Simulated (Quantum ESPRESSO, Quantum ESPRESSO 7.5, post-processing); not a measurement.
# Pb(100), 5 layers: test of the smearing

Which setting serves for Pb(100), 5 layers? The runs below step through one kind of setting.

Method: plane-wave DFT, PBE, SSSP efficiency pseudopotentials, in Quantum ESPRESSO 7.5.

Report form: the programs' logs are mostly left out.

### 1. The structure

The cell holds 5 atoms: 5 Pb. Cell: a = 3.500 Å, b = 3.500 Å, c = 25.900 Å, α = 90.0°, β = 90.0°, γ = 90.0°. It derives from Pb. Vacuum lies along c.

### 2. Ground state: mv smearing, 0.01 Ry

The first run is the reference of the series.

Contents of c0.in:

```
&control
  prefix = 'c0'
  outdir = './out'
  pseudo_dir = './pseudo'
  calculation = 'scf'
  tprnfor = .true.
/
&system
  ibrav = 0
  nat = 5
  ntyp = 1
  ecutwfc = 45
  ecutrho = 360
  occupations = 'smearing'
  smearing = 'mv'
  degauss = 0.01
  assume_isolated = 'esm'
  esm_bc = 'bc1'
/
&electrons
  conv_thr = 1e-07
  mixing_beta = 0.4
  electron_maxstep = 120
  mixing_mode = 'local-TF'
/
ATOMIC_SPECIES
  Pb  207.2000  Pb.pbe-dn-kjpaw_psl.0.2.2.UPF
CELL_PARAMETERS angstrom
  3.50017856687341 0.00000000000000 0.00000000000000
  0.00000000000000 3.50017856687341 0.00000000000000
  0.00000000000000 0.00000000000000 25.90000000000000
ATOMIC_POSITIONS crystal
  Pb  0.000000000000 0.000000000000 -0.191119691120
  Pb  0.500000000000 0.500000000000 -0.095559845560
  Pb  0.000000000000 0.000000000000 0.000000000000
  Pb  0.500000000000 0.500000000000 0.095559845560
  Pb  0.000000000000 0.000000000000 0.191119691120
K_POINTS automatic
  10 10 1 0 0 0
```

On the command line:

```bash
> OMP_NUM_THREADS=1 mpirun -n 4 pw.x -nk 4 -in c0.in > c0.out
```

Run time: 5 min. Hardware: 4 MPI ranks of Arm Neoverse V1, shared host; peak memory 1.4 GiB; 20 min of CPU time.

This step gave:

```
free energy                                                    : -59221.9872 eV
Fermi energy                                                   : -3.712 eV
vacuum line at the lower end of the cell, over the Fermi level : 3.712 eV
vacuum line at the upper end of the cell, over the Fermi level : 3.712 eV
```

The potential energy, planar mean oscillates, so the rows of the table below give means over windows of 2.5 Å about each position, cut where the curve ends. Its maxima inside the range that stand out by 2 % of the span (Å: eV): -3.7: -0.0835, -1.2: -0.103, 1.2: -0.103, 3.7: -0.0835. Its minima: -4.9: -10.9, -2.5: -10.9, 0.0: -11.0, 2.5: -10.9, 4.9: -10.9.

Electrostatic potential energy of an electron; zero at the Fermi level. Table of potential energy, planar mean by z; means over each step:

```csv
z (Å),"potential energy, planar mean (eV)"
-11.70,3.71
-9.20,3.71
-6.70,1.78
-4.20,-5.23
-1.70,-5.27
0.80,-5.29
3.30,-5.27
5.80,-2.94
8.30,3.67
10.80,3.71
```

The program's own clock; routines nest. Time by routine:

```csv
routine,wall time (s),calls
PWSCF,301.9,1
electrons,296.9,1
c_bands,222.4,31
cegterg,200.4,186
h_psi,133.7,1494
fftw,113.1,62868
vloc_psi,107.7,1494
sum_band,28.47,31
calbec,16.41,1704
PAW_pot,16.17,31
mix_rho,15.98,31
add_vuspsi,12.93,1494
s_psi,12.77,1494
h_psi:calbec,12.58,1494
```

The vacuum levels are read from the outermost 0.7 Å of the cell on either side.

The run needed 30 iterations to bring the estimated error under 1e-07 Ry; the largest force on any atom, held or free, is 0.15 eV/Å.

Inside the slab this potential holds the local part of the pseudopotentials, which can be repulsive at the nuclei; only its value in the vacuum has a meaning of its own.

### 3. Self-consistent run: mv smearing, 0.02 Ry

c1.in is the input of step 2 with these lines changed:

```diff
@@ -1,3 +1,3 @@
 &control
-  prefix = 'c0'
+  prefix = 'c1'
   outdir = './out'
@@ -15,3 +15,3 @@
   smearing = 'mv'
-  degauss = 0.01
+  degauss = 0.02
   assume_isolated = 'esm'
```

On the command line:

```bash
> OMP_NUM_THREADS=1 mpirun -n 4 pw.x -nk 4 -in c1.in > c1.out
```

Run time: 5.7 min. Hardware: 4 MPI ranks; peak memory 1.4 GiB; 23 min of CPU time.

Numbers from this step:

- free energy: -59221.9996 eV
- Fermi energy: -3.659 eV
- vacuum line at the lower end of the cell, over the Fermi level: 3.659 eV
- vacuum line at the upper end of the cell, over the Fermi level: 3.659 eV

The program's own clock; routines nest. Time by routine:

```csv
routine,wall time (s),calls
PWSCF,340.3,1
electrons,335.4,1
c_bands,249.3,35
cegterg,219.3,210
h_psi,145.6,1614
fftw,122.8,68338
vloc_psi,116.5,1614
sum_band,32.57,35
mix_rho,19.17,35
calbec,18.48,1848
PAW_pot,18.22,35
add_vuspsi,14.47,1614
s_psi,14.3,1614
h_psi:calbec,14.1,1614
```

Counted from each run's own zero (the Fermi level), the vacuum level differs from the first run's by -53 meV.

### 4. Ground state: mv smearing, 0.04 Ry

c2.in is the input of step 3 with these lines changed:

```diff
@@ -1,3 +1,3 @@
 &control
-  prefix = 'c1'
+  prefix = 'c2'
   outdir = './out'
@@ -15,3 +15,3 @@
   smearing = 'mv'
-  degauss = 0.02
+  degauss = 0.04
   assume_isolated = 'esm'
```

On the command line:

```bash
> OMP_NUM_THREADS=1 mpirun -n 4 pw.x -nk 4 -in c2.in > c2.out
```

The job ended after 5.1 min (4 MPI ranks; peak memory 1.4 GiB).

Numbers from this step:

| Quantity | Value |
| --- | --- |
| free energy | -59222.0215 eV |
| Fermi energy | -3.687 eV |
| vacuum line at the lower end of the cell, over the Fermi level | 3.687 eV |
| vacuum line at the upper end of the cell, over the Fermi level | 3.687 eV |

The program's own clock; routines nest. Time by routine:

```csv
routine,wall time (s),calls
PWSCF,304.7,1
electrons,299.9,1
c_bands,217.2,34
cegterg,192.8,204
h_psi,128.6,1591
fftw,109.8,61420
vloc_psi,102.6,1591
sum_band,31.56,34
mix_rho,18.59,34
PAW_pot,17.05,34
calbec,16.79,1819
add_vuspsi,12.94,1591
s_psi,12.74,1591
h_psi:calbec,12.55,1591
```

Counted from each run's own zero (the Fermi level), the vacuum level differs from the first run's by -26 meV.

### 5. Self-consistent run: mp smearing, 0.02 Ry

c3.in is the input of step 4 with these lines changed:

```diff
@@ -1,3 +1,3 @@
 &control
-  prefix = 'c2'
+  prefix = 'c3'
   outdir = './out'
@@ -14,4 +14,4 @@
   occupations = 'smearing'
-  smearing = 'mv'
-  degauss = 0.04
+  smearing = 'mp'
+  degauss = 0.02
   assume_isolated = 'esm'
```

On the command line:

```bash
> OMP_NUM_THREADS=1 mpirun -n 4 pw.x -nk 4 -in c3.in > c3.out
```

Wall time 5 min (4 MPI ranks); peak memory 1.4 GiB; 20 min of CPU time.

Read from the output:

- free energy: -59221.9971 eV
- Fermi energy: -3.673 eV
- vacuum line at the lower end of the cell, over the Fermi level: 3.673 eV
- vacuum line at the upper end of the cell, over the Fermi level: 3.673 eV

The program's own clock; routines nest. Time by routine:

```csv
routine,wall time (s),calls
PWSCF,298.1,1
electrons,293.1,1
c_bands,213.2,32
cegterg,191.7,192
h_psi,129.1,1500
fftw,110,59884
vloc_psi,103.8,1500
sum_band,30.09,32
mix_rho,17.65,32
PAW_pot,17.34,32
calbec,16.17,1716
add_vuspsi,12.58,1500
s_psi,12.39,1500
h_psi:calbec,12.22,1500
```

Counted from each run's own zero (the Fermi level), the vacuum level differs from the first run's by -40 meV.

### 6. SCF with pw.x: gaussian smearing, 0.01 Ry

c4.in is the input of step 5 with these lines changed:

```diff
@@ -1,3 +1,3 @@
 &control
-  prefix = 'c3'
+  prefix = 'c4'
   outdir = './out'
@@ -14,4 +14,4 @@
   occupations = 'smearing'
-  smearing = 'mp'
-  degauss = 0.02
+  smearing = 'gaussian'
+  degauss = 0.01
   assume_isolated = 'esm'
```

On the command line:

```bash
> OMP_NUM_THREADS=1 mpirun -n 4 pw.x -nk 4 -in c4.in > c4.out
```

Elapsed: 5.4 min, on 4 MPI ranks; peak memory 1.4 GiB.

This step gave:

- free energy: -59222.0082 eV
- energy at zero smearing: -59221.9889 eV
- Fermi energy: -3.701 eV
- vacuum line at the lower end of the cell, over the Fermi level: 3.701 eV
- vacuum line at the upper end of the cell, over the Fermi level: 3.701 eV

The program's own clock; routines nest. Time by routine:

```csv
routine,wall time (s),calls
PWSCF,323.3,1
electrons,318.4,1
c_bands,230.9,35
cegterg,202.8,210
h_psi,135.9,1574
fftw,116.4,64252
vloc_psi,108.9,1574
sum_band,33.17,35
mix_rho,19.74,35
PAW_pot,18.41,35
calbec,17.36,1808
add_vuspsi,13.4,1574
s_psi,13.23,1574
h_psi:calbec,13.04,1574
```

Counted from each run's own zero (the Fermi level), the vacuum level differs from the first run's by -12 meV.

### 7. Ground state: gaussian smearing, 0.03 Ry

c5.in is the input of step 6 with these lines changed:

```diff
@@ -1,3 +1,3 @@
 &control
-  prefix = 'c4'
+  prefix = 'c5'
   outdir = './out'
@@ -15,3 +15,3 @@
   smearing = 'gaussian'
-  degauss = 0.01
+  degauss = 0.03
   assume_isolated = 'esm'
```

On the command line:

```bash
> OMP_NUM_THREADS=1 mpirun -n 4 pw.x -nk 4 -in c5.in > c5.out
```

Wall time 4.6 min (4 MPI ranks); peak memory 1.4 GiB.

Numbers from this step:

```
free energy                                                    : -59222.1314 eV
energy at zero smearing                                        : -59222.0029 eV
Fermi energy                                                   : -3.697 eV
vacuum line at the lower end of the cell, over the Fermi level : 3.697 eV
vacuum line at the upper end of the cell, over the Fermi level : 3.697 eV
```

The program's own clock; routines nest. Time by routine:

```csv
routine,wall time (s),calls
PWSCF,278.1,1
electrons,273.2,1
c_bands,210.7,26
cegterg,182,156
h_psi,119.2,1485
fftw,99.46,55360
vloc_psi,95.32,1485
sum_band,24.06,26
calbec,14.89,1665
mix_rho,13.5,26
PAW_pot,13.35,26
add_vuspsi,11.9,1485
s_psi,11.71,1485
h_psi:calbec,11.56,1485
```

Counted from each run's own zero (the Fermi level), the vacuum level differs from the first run's by -16 meV.

### 8. Self-consistent run: fd smearing, 0.002 Ry

c6.in is the input of step 7 with these lines changed:

```diff
@@ -1,3 +1,3 @@
 &control
-  prefix = 'c5'
+  prefix = 'c6'
   outdir = './out'
@@ -14,4 +14,4 @@
   occupations = 'smearing'
-  smearing = 'gaussian'
-  degauss = 0.03
+  smearing = 'fd'
+  degauss = 0.002
   assume_isolated = 'esm'
```

On the command line:

```bash
> OMP_NUM_THREADS=1 mpirun -n 4 pw.x -nk 4 -in c6.in > c6.out
```

It took 4.4 min on 4 MPI ranks; peak memory 1.4 GiB; 18 min of CPU time.

This step gave:

* free energy: -59221.9925 eV
* energy at zero smearing: -59221.9864 eV
* Fermi energy: -3.737 eV
* vacuum line at the lower end of the cell, over the Fermi level: 3.737 eV
* vacuum line at the upper end of the cell, over the Fermi level: 3.737 eV

The program's own clock; routines nest. Time by routine:

```csv
routine,wall time (s),calls
PWSCF,264.6,1
electrons,259.6,1
c_bands,203.9,24
cegterg,177.9,144
h_psi,114.9,1372
fftw,94.34,53736
vloc_psi,91.25,1372
sum_band,21.84,24
calbec,14.63,1540
mix_rho,11.88,24
add_vuspsi,11.77,1372
s_psi,11.6,1372
PAW_pot,11.47,24
h_psi:calbec,11.45,1372
```

Counted from each run's own zero (the Fermi level), the vacuum level differs from the first run's by +25 meV.

### 9. Self-consistent run: fd smearing, 0.01 Ry

c7.in is the input of step 8 with these lines changed:

```diff
@@ -1,3 +1,3 @@
 &control
-  prefix = 'c6'
+  prefix = 'c7'
   outdir = './out'
@@ -15,3 +15,3 @@
   smearing = 'fd'
-  degauss = 0.002
+  degauss = 0.01
   assume_isolated = 'esm'
```

On the command line:

```bash
> OMP_NUM_THREADS=1 mpirun -n 4 pw.x -nk 4 -in c7.in > c7.out
```

Wall time 5.1 min (4 MPI ranks); peak memory 1.4 GiB.

Read from the output:

| Property | Result |
| --- | --- |
| free energy | -59222.0954 eV |
| energy at zero smearing | -59221.9995 eV |
| Fermi energy | -3.689 eV |
| vacuum line at the lower end of the cell, over the Fermi level | 3.689 eV |
| vacuum line at the upper end of the cell, over the Fermi level | 3.689 eV |

The program's own clock; routines nest. Time by routine:

```csv
routine,wall time (s),calls
PWSCF,306,1
electrons,301.2,1
c_bands,225.1,33
cegterg,200.5,198
h_psi,130.8,1642
fftw,109.2,63442
vloc_psi,103.4,1642
sum_band,29.61,33
mix_rho,17.79,33
calbec,17.47,1864
PAW_pot,14.02,33
add_vuspsi,13.62,1642
s_psi,13.45,1642
h_psi:calbec,13.24,1642
```

Counted from each run's own zero (the Fermi level), the vacuum level differs from the first run's by -23 meV.

### 10. Ground state: fd smearing, 0.03 Ry

c8.in is the input of step 9 with these lines changed:

```diff
@@ -1,3 +1,3 @@
 &control
-  prefix = 'c7'
+  prefix = 'c8'
   outdir = './out'
@@ -15,3 +15,3 @@
   smearing = 'fd'
-  degauss = 0.01
+  degauss = 0.03
   assume_isolated = 'esm'
```

On the command line:

```bash
> OMP_NUM_THREADS=1 mpirun -n 4 pw.x -nk 4 -in c8.in > c8.out
```

It took 4.6 min on 4 MPI ranks; peak memory 1.4 GiB.

Read from the output:

| Quantity | Value |
| --- | --- |
| free energy | -59222.8212 eV |
| energy at zero smearing | -59222.0105 eV |
| Fermi energy | -3.835 eV |
| vacuum line at the lower end of the cell, over the Fermi level | 3.835 eV |
| vacuum line at the upper end of the cell, over the Fermi level | 3.835 eV |

The program's own clock; routines nest. Time by routine:

```csv
routine,wall time (s),calls
PWSCF,277.3,1
electrons,272.6,1
c_bands,206.5,30
cegterg,173.2,180
h_psi,114.7,1445
fftw,97.13,56940
vloc_psi,91.53,1445
sum_band,25.84,30
mix_rho,15.18,30
calbec,14.75,1649
PAW_pot,12.28,30
add_vuspsi,11.55,1445
s_psi,11.37,1445
h_psi:calbec,11.19,1445
```

Counted from each run's own zero (the Fermi level), the vacuum level differs from the first run's by +122 meV.

### 11. The series side by side

All levels:

```csv
level,vacuum level over the Fermi level (eV),its change from the first (meV),energy from the first (meV an atom),SCF iterations,wall time (s),peak memory (GiB),CPU time (s)
"mv smearing, 0.01 Ry",3.712,0,0,30,302.4,1.37,1209
"mv smearing, 0.02 Ry",3.659,-53,-2.478,34,340.9,1.45,1363
"mv smearing, 0.04 Ry",3.687,-25.6,-6.856,33,305.3,1.45,1220
"mp smearing, 0.02 Ry",3.673,-39.7,-1.979,31,298.7,1.44,1194
"gaussian smearing, 0.01 Ry",3.701,-11.8,-0.3251,34,323.9,1.42,1295
"gaussian smearing, 0.03 Ry",3.697,-15.6,-3.134,25,278.6,1.45,1114
"fd smearing, 0.002 Ry",3.737,24.8,0.1697,23,265.1,1.45,1060
"fd smearing, 0.01 Ry",3.689,-23.4,-2.462,32,306.5,1.45,1225
"fd smearing, 0.03 Ry",3.835,122.3,-4.649,29,277.8,1.44,1111
```

### 12. What came out

- vacuum level over the Fermi level, mv smearing, 0.01 Ry: 3.712 eV
- widest smearing within 20 meV of the first: gaussian smearing, 0.03 Ry: -16 meV
- setting with the largest shift of the level: fd smearing, 0.03 Ry: +122 meV

In words: The widest smearing within 20 meV of the first is gaussian smearing, 0.03 Ry: -16 meV. Over the series the energy moves by up to 6.86 meV an atom and the vacuum level by up to 122 meV. Energies are compared after the usual extrapolation to zero width for Gaussian and Fermi-Dirac smearing, and as printed for mv and mp. The mesh was not varied: narrow widths need more k-points than wide ones, so they want a mesh test of their own. Equal degauss is not equal width: Fermi-Dirac tails reach much further, and 0.03 Ry is an electron temperature of 4,700 K, which shifts the chemical potential and the surface dipole. The cost is much the same throughout. The times come from a shared host and are rough. Peak memory is sampled during the run and can miss the peak. The geometry is as built, not relaxed.

[Logs are printed without paths, hosts, clocks, repeated set-up lines and the standing remarks that a program may print on its own settings, such as how far it seeks lower states.]

[Hosts, paths, dates, database ids (printed as entryN), source tags and the programs' standing remarks are cut or masked in the printed files.]

[Maps of the electrostatic potential energy from Ansatz leave out the sawtooth potential of an applied field or a dipole correction, so their vacuum need not be flat; planar profiles and work functions include it.]
